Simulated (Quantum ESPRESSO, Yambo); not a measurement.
# Quasiparticle gap of SnO2 (Cassiterite) in Yambo, part 2 of 3

How does a plane-wave GW calculation on SnO2 (Cassiterite) run from the first input to the gap?

Quantum ESPRESSO 7.5 and Yambo 5.3.0; PBE and many-body steps on it, plane waves. Known limits of the many-body steps: not at the basis limit; no spin-orbit coupling; coarse k mesh.

So far. Step 2 (Ground state): The gap is direct, at Γ. Step 3 (Bands along the symmetry lines): The gap is 1.289 eV, as in the run before at this level.

### Step 4. Empty states on the mesh, 4×4×4 mesh, 90 bands

Level of this step: DFT, PBE, plane waves, norm-conserving pseudopotentials (Quantum ESPRESSO).

The sums over transitions need many empty states on a uniform mesh; this step solves for them.

pw.in reads:

```
&control
  calculation = 'nscf'
  prefix = 'x'
  outdir = 'o'
  pseudo_dir = 'pseudo'
/
&system
  ibrav = 0
  nat = 6
  ntyp = 2
  ecutwfc = 84.0
  nbnd = 90
  force_symmorphic = .true.
/
&electrons
  conv_thr = 1e-9
  electron_maxstep = 80
  diago_full_acc = .true.
  diago_thr_init = 5e-6
/
ATOMIC_SPECIES
  Sn 118.71 Sn.upf
  O 15.999 O.upf
CELL_PARAMETERS angstrom
  4.7380000000 0.0000000000 0.0000000000
  0.0000000000 4.7380000000 0.0000000000
  0.0000000000 0.0000000000 3.1865000000
ATOMIC_POSITIONS crystal
  Sn 0.0000000000 0.0000000000 0.0000000000
  Sn 0.5000000000 0.5000000000 0.5000000000
  O 0.3071000000 0.3071000000 0.0000000000
  O 0.1929000000 0.8071000000 0.5000000000
  O 0.6929000000 0.6929000000 0.0000000000
  O 0.8071000000 0.1929000000 0.5000000000
K_POINTS automatic
  4 4 4 0 0 0
```

Run with:

```sh
$ OMP_NUM_THREADS=1 mpirun -n 8 pw.x -nk 4 -in pw.in > pw.out
```

The log of the run:

```text
[banner, memory and clock lines left out]
Program PWSCF v.7.5 starts

     Atomic positions and unit cell read from directory:
     o/x.save/

     Message from routine setup:
     using ibrav=0 with symmetry is DISCOURAGED, use correct ibrav instead

     bravais-lattice index     =            0
     lattice parameter (alat)  =       8.9535  a.u.
     unit-cell volume          =     482.7259 (a.u.)^3
     number of atoms/cell      =            6
     number of atomic types    =            2
     number of electrons       =        68.00
     number of Kohn-Sham states=           90
     kinetic-energy cutoff     =      84.0000  Ry
     charge density cutoff     =     336.0000  Ry
     Exchange-correlation= PBE
                           (   1   4   3   4   0   0   0)

     celldm(1)=   8.953522  celldm(2)=   0.000000  celldm(3)=   0.000000
     celldm(4)=   0.000000  celldm(5)=   0.000000  celldm(6)=   0.000000

     crystal axes: (cart. coord. in units of alat)
               a(1) = (   1.000000   0.000000   0.000000 )
               a(2) = (   0.000000   1.000000   0.000000 )
               a(3) = (   0.000000   0.000000   0.672541 )

     reciprocal axes: (cart. coord. in units 2 pi/alat)
               b(1) = (  1.000000  0.000000  0.000000 )
               b(2) = (  0.000000  1.000000  0.000000 )
               b(3) = (  0.000000  0.000000  1.486898 )
     Pseudo is Norm-conserving + core correction, Zval = 22.0
     Generated using ONCVPSP code by D. R. Hamann
     Using radial grid of 1628 points,  6 beta functions with:
     Pseudo is Norm-conserving + core correction, Zval =  6.0
     Generated using ONCVPSP code by D. R. Hamann
     Using radial grid of  936 points,  5 beta functions with:
     Sn               22.00   118.71000     Sn( 1.00)
     O                 6.00    15.99900     O ( 1.00)

      8 Sym. Ops., with inversion, found

   Cartesian axes

     site n.     atom                  positions (alat units)
         1        Sn     tau(   1) = (   0.0000000   0.0000000   0.0000000  )
         2        Sn     tau(   2) = (   0.5000000   0.5000000   0.3362706  )
         3        O      tau(   3) = (   0.3071000   0.3071000   0.0000000  )
         4        O      tau(   4) = (   0.1929000   0.8071000   0.3362706  )
         5        O      tau(   5) = (   0.6929000   0.6929000   0.0000000  )
         6        O      tau(   6) = (   0.8071000   0.1929000   0.3362706  )

     number of k points=    21
                       cart. coord. in units 2pi/alat
        k(    1) = (   0.0000000   0.0000000   0.0000000), wk =   0.0312500
        k(    2) = (   0.0000000   0.0000000   0.3717245), wk =   0.0625000
        k(    3) = (   0.0000000   0.0000000  -0.7434489), wk =   0.0312500
[...]
[... 9 further rows ...]
        k(   20) = (  -0.2500000   0.2500000  -0.3717245), wk =   0.1250000
        k(   21) = (  -0.2500000   0.2500000   0.7434489), wk =   0.0625000

     Dense  grid:    50163 G-vectors     FFT dimensions: (  54,  54,  36)

     The potential is recalculated from file :
     o/x.save/charge-density

     Starting wfcs are   42 randomized atomic wfcs +   48 random wfcs

     Band Structure Calculation

     End of band structure calculation

          k = 0.0000 0.0000 0.0000 (  6273 PWs)   bands (ev):

  -116.6531-116.6530 -72.4821 -72.4821 -72.4387 -72.4387 -72.4344 -72.4340
    -9.9067  -9.1569  -8.8803  -8.8568  -8.8568  -8.7679  -8.7331  -8.6461
    -8.6172  -8.6172  -7.6530  -5.7960  -5.7960  -4.0334   3.1540   7.1940
     7.1940   7.2830   8.1552   9.1990   9.2874   9.9986   9.9986  10.4825
[...]
54.7866  56.4529

          k = 0.0000 0.0000 0.3717 (  6286 PWs)   bands (ev):

  -116.6530-116.6529 -72.4820 -72.4820 -72.4386 -72.4386 -72.4365 -72.4364
[...]
54.4184  55.5980

          k = 0.0000 0.0000-0.7434 (  6274 PWs)   bands (ev):

  -116.6528-116.6528 -72.4818 -72.4817 -72.4386 -72.4386 -72.4384 -72.4384
[...]
45.2284  45.2284  46.1404  46.1404  46.5071  46.5071  48.8842  48.8842
    49.6189  49.6189  50.9144  50.9144  51.4739  51.4739  51.9518  51.9518
    53.6942  53.6943

          k = 0.0000 0.2500 0.0000 (  6268 PWs)   bands (ev):

     [... further k-points ...]

     highest occupied, lowest unoccupied level (ev):    11.2481   12.5370

     XML data file, pseudopotentials, collected wavefunctions
```

The job ended after 12 s (8 MPI ranks of Arm Neoverse V2, shared host; peak memory 0.58 GiB; 96 s of CPU time).

Numbers from this step:

| Quantity | Value |
| --- | --- |
| gap | 1.289 eV |
| k of the valence top | 0, 0, 0 |
| k of the conduction bottom | 0, 0, 0 |
| least direct gap | 1.289 eV |
| k points computed | 21 |
| lowest point of the top converged band, above the valence top | 42.04 eV |

On this mesh the gap is 1.289 eV.

### Step 5. Conversion and set-up

This step: Yambo 5.3.0; conversion and set-up on PBE, plane waves, norm-conserving pseudopotentials.

The states are converted to the many-body program's format and the q mesh is built.

Run with:

```sh
$ (cd o/x.save; p2y > p2y.log; mv SAVE ../..); yambo > setup.log
```

The log of the run:

```text
 Yambo, version 5.3.0

 [02] CORE Variables Setup
 =========================

  [02.01] Unit cells
  ==================

  Cell kind             :  Unknown
  Atoms in the cell     :  Sn  O
  number of Sn atoms    :  2
  number of O  atoms    :   4

  List of atomic masses
  Mass of Sn    :  118.7100
  Mass of O     :  15.99900

  List of atomic coordinates    : [cc]
  Sn1       :  0.000000  0.000000  0.000000  order 1
  Sn2       :  4.476761  4.476761  3.010806  order 2
  O1       :  2.749627  2.749627  0.000000  order 3
  O2       :  1.727134  7.226388  3.010806  order 4
  O3       :  6.203896  6.203896  0.000000  order 5
  O4       :  7.226388  1.727134  3.010806  order 6

  Alat factors          :  8.953522  8.953522  6.021612 [a.u.]
  Direct lattice volume :  482.7259 [a.u.]
  Direct lattice vectors:  A[ 1 ]  A[ 2 ]  A[ 3 ]
   A[ 1 ]:  1.000000  0.000000  0.000000  [iru]
   8.953522  0.000000  0.000000  [cc]
   A[ 2 ]:  0.000000  1.000000  0.000000  [iru]
   0.000000  8.953522  0.000000  [cc]
   A[ 3 ]:  0.000000  0.000000  1.000000  [iru]
   0.000000  0.000000  6.021612  [cc]

  Recip. lattice volume :  0.513853 [a.u.]
  Recip. lattice vectors:  B[ 1 ]  B[ 2 ]  B[ 3 ]
   B[ 1 ]:  1.000000  0.000000  0.000000  [iku]
   0.701756  0.000000  0.000000  [cc]
   B[ 2 ]:  0.000000  1.000000  0.000000  [iku]
   0.000000  0.701756  0.000000  [cc]
   B[ 3 ]:  0.000000  0.000000  1.000000  [iku]
   0.000000  0.000000  1.043439  [cc]

  [02.02] Symmetries
  ==================

  Inversion symmetry    : yes
  Spatial inversion     : yes
  Inversion index       :   5
  K-space Time-reversal : no
  Magnetic symmetries   : no
  Group table correct   : yes
  Symmetries units      :  [cc]

   [S 1]:  1.000000  0.000000  0.000000  0.000000  1.000000  0.000000  0.000000  0.000000  1.000000
   [S 2]: -1.000000  0.000000  0.000000  0.000000 -1.000000  0.000000  0.000000  0.000000  1.000000
   [S 3]:  0.000000  1.000000  0.000000  1.000000  0.000000  0.000000  0.000000  0.000000 -1.000000
[...]
[S 7]:  0.000000 -1.000000  0.000000 -1.000000  0.000000  0.000000  0.000000  0.000000  1.000000
   [S 8]:  0.000000  1.000000  0.000000  1.000000  0.000000  0.000000  0.000000  0.000000  1.000000

  [02.03] Reciprocal space
  ========================

  nG shells         :  2955
  nG charge         :   50163
  nG WFs            :   7807
  nC WFs            :   6312
  G-vecs. in first 80 shells:  [ Number ]
     1    5    9   11   19   23   31   39   47
    63   67   69   73   81   89   97  105  113
   129  137  145  161  177  181  189  197  205
[...]
721   729   745   753   761   777   793   809
  ...
  Shell energy in first 80 shells:  [ mHa ]
[...]
8100.44      8333.29      8371.84      8423.76      8579.52      8710.12      8839.13      8864.30      8916.22
[...]
K [14]         [rlu]:  0.250000 -0.500000  0.250000
         WF components:   6274
  [... 6 further k-points ...]
  K [21]         [rlu]: -0.250000  0.250000  0.500000
         WF components:   6272

  [02.05] Energies & Occupations
  ==============================

  [X] === General ===
  [X] Electronic Temperature                        :  0.000000  0.000000 [eV K]
  [X] Bosonic    Temperature                        :  0.000000  0.000000 [eV K]
  [X] Finite Temperature mode                       : no
  [X] El. density                                   :  0.95062E+24 [cm-3]
  [X] Fermi Level                                   :  11.24814 [eV]

  [X] === Gaps and Widths ===
  [X] Conduction Band Min                           :  1.288899 [eV]
  [X] Valence Band Max                              :  0.000000 [eV]
  [X] Filled Bands                                  :   34
  [X] Empty Bands                                   :   35   90
  [X] Direct Gap                                    :  1.288899 [eV]
  [X] Direct Gap localized at k                     :  1
  [X] Indirect Gap                                  :  1.288899 [eV]
  [X] Indirect Gap between kpts                     :  1  1
  [X] Last valence band width                       :  1.252534 [eV]
  [X] 1st conduction band width                     :  5.193994 [eV]

  E @ K [ 1]:  [eV]
  -127.9012 -127.9011  -83.7303  -83.7303  -83.6868  -83.6868  -83.6825  -83.6822
[...]
occ @ K [ 1]
[...]
E @ K [ 2]:  [eV]
[...]
occ @ K [ 2]
[...]
E @ K [ 3]:  [eV]
[...]
occ @ K [ 3]
[...]
E @ K [ 8]:  [eV]
[...]
occ @ K [ 8]
[...]
E @ K [ 9]:  [eV]
[...]
occ @ K [ 9]
[...]
E @ K [10]:  [eV]
[...]
occ @ K [10]
[...]
E @ K [11]:  [eV]
[...]
occ @ K [11]
[...]
E @ K [12]:  [eV]
[...]
occ @ K [12]
[...]
E @ K [13]:  [eV]
[...]
occ @ K [13]
[...]
E @ K [14]:  [eV]
[...]
occ @ K [14]
[...]
[... 6 further k-points ...]
  E @ K [21]:  [eV]
[...]
occ @ K [21]
[...]
0.000000  0.000000  0.000000  0.000000  0.000000  0.000000  0.000000  0.000000
   0.000000  0.000000  0.000000  0.000000  0.000000  0.000000  0.000000  0.000000

 [03] Transferred momenta grid and indexing
 ==========================================

 IBZ Q-points                                      :  21
 BZ  Q-points                                      :   64

 K/Q-points units:
 rlu = crystal or reduced units; cc = cartesian coordinates; iku = interal k-units

 Q [ 1]         [rlu]:  0.000000  0.000000  0.000000
 Q [ 2]         [rlu]:  0.000000  0.000000  0.250000
 Q [ 3]         [rlu]:  0.000000  0.000000 -0.500000
[...]
Q [ 8]         [rlu]:  0.000000 -0.500000  0.250000
 Q [ 9]         [rlu]:  0.000000 -0.500000 -0.500000
 Q [10]         [rlu]:  0.250000  0.250000  0.000000
     [... 9 further rows ...]
 Q [20]         [rlu]: -0.250000  0.250000 -0.250000
 Q [21]         [rlu]: -0.250000  0.250000  0.500000

  [03.01] X indexes
  =================

   [03.01.01] Sigma indexes
   ========================

 [06] Game Over & Game summary
```

Run time: 2.5 s. Hardware: 1 MPI rank; peak memory 0.25 GiB.

[end of part 2 of 3]

[Paths, hosts, dates, memory and timing lines, banners, echoed tables and standing remarks are left out of the program output.]

[Logs are printed without paths, hosts, clocks, repeated set-up lines and the standing remarks that a program may print on its own settings, such as how far it seeks lower states.]

[Runs of the session that timed out or met a known fault of the program may be left out.]

[Hosts, paths, dates, database ids (printed as entryN), source tags and the programs' standing remarks are cut or masked in the printed files.]
